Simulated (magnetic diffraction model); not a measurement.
**Magnetic neutron pattern of MnSi3**

Space group Cmce (no. 64), a = 14.6350 Å, b = 5.3270 Å, c = 5.4190 Å.

| site | atom | x | y | z |
| --- | --- | --- | --- | --- |
| 8d | Mn | 0.0840 | 0 | 1/2 |
| 16g | Si | 0.1644 | 0.1885 | 0.8108 |
| 8f | Si | 0 | 0.8375 | 0.8336 |

The compound is invented for this exercise: a known structure type with other elements, its cell scaled to their sizes and not relaxed.

Only Mn is taken to order (form factors of Mn2+); orders and moment sizes are assumed, and not adapted to the symmetry. Radiation: neutrons of λ = 2.567 Å, 8° to 80°; isotropic B of 0.75 Å² (Mn) and 0.95 Å² (Si). The intensities are simulated: I ∝ L Σ (|F_N|² + |F_M⊥|²) for unpolarised neutrons, with F_M = 2.695 fm/μB × Σ f(s) S exp(2πi Q·r) exp(−B s²) at Q = H ± k (one set where k and −k are equivalent), only the part normal to Q counting and L = 1/(sin²θ cos θ). For collinear order S is the moment m, which repeats by lattice and centring translations R with the sign exp(−2πi k·R). Form factors are spin-only for 3d ions and dipole or tabulated for f ions, scattering lengths are Sears's of 1992, and absorption is left out. A label names one of the reflections at its angle. The strongest nuclear line in the range is 100, and lines under 0.2 are left out.

Assume the order k = (0 0 0), collinear moments along [010], 3.22 μB on Mn; signs + at (0.0840, 0, 1/2), + at (0.0840, 1/2, 0), + at (0.4160, 1/2, 1/2), + at (0.4160, 0, 0).

Q: Where does magnetic intensity appear, and how strong is it?

```
2θ (°)    index  nuclear  magnetic
 20.20  (2 0 0)      8.5      52.6
 40.86  (1 1 1)     79.7      65.5
 41.07  (4 0 0)      1.9      10.9
 56.55  (0 0 2)     64.5      17.2
 57.62  (0 2 0)     60.1       0.0
 60.68  (2 0 2)      0.9       6.8
 61.70  (2 2 0)      0.7       0.8
 63.50  (6 0 0)    100.0      12.2
 64.95  (0 2 1)      3.5       0.0
 67.22  (5 1 1)      4.0      25.5
 68.79  (2 2 1)     44.7       0.0
 72.24  (4 0 2)      6.3       4.3
 72.74  (3 1 2)     87.4       0.0
 73.17  (4 2 0)      6.8       1.4
 79.79  (4 2 1)     41.5       0.0
```

The strongest magnetic line in the range is (1 1 1) at 40.86° (65.5). On top of the Lorentz factor, which all lines share, magnetic lines fade with angle because f falls: for Mn2+ it is 0.90, 0.66, 0.41 and 0.12 at sin θ/λ = 0.1, 0.2, 0.3 and 0.5 Å⁻¹, while nuclear lengths stay constant. The net moment is 12.88 μB a primitive cell.

[Logs are printed without paths, hosts, clocks, repeated set-up lines and the standing remarks that a program may print on its own settings, such as how far it seeks lower states.]
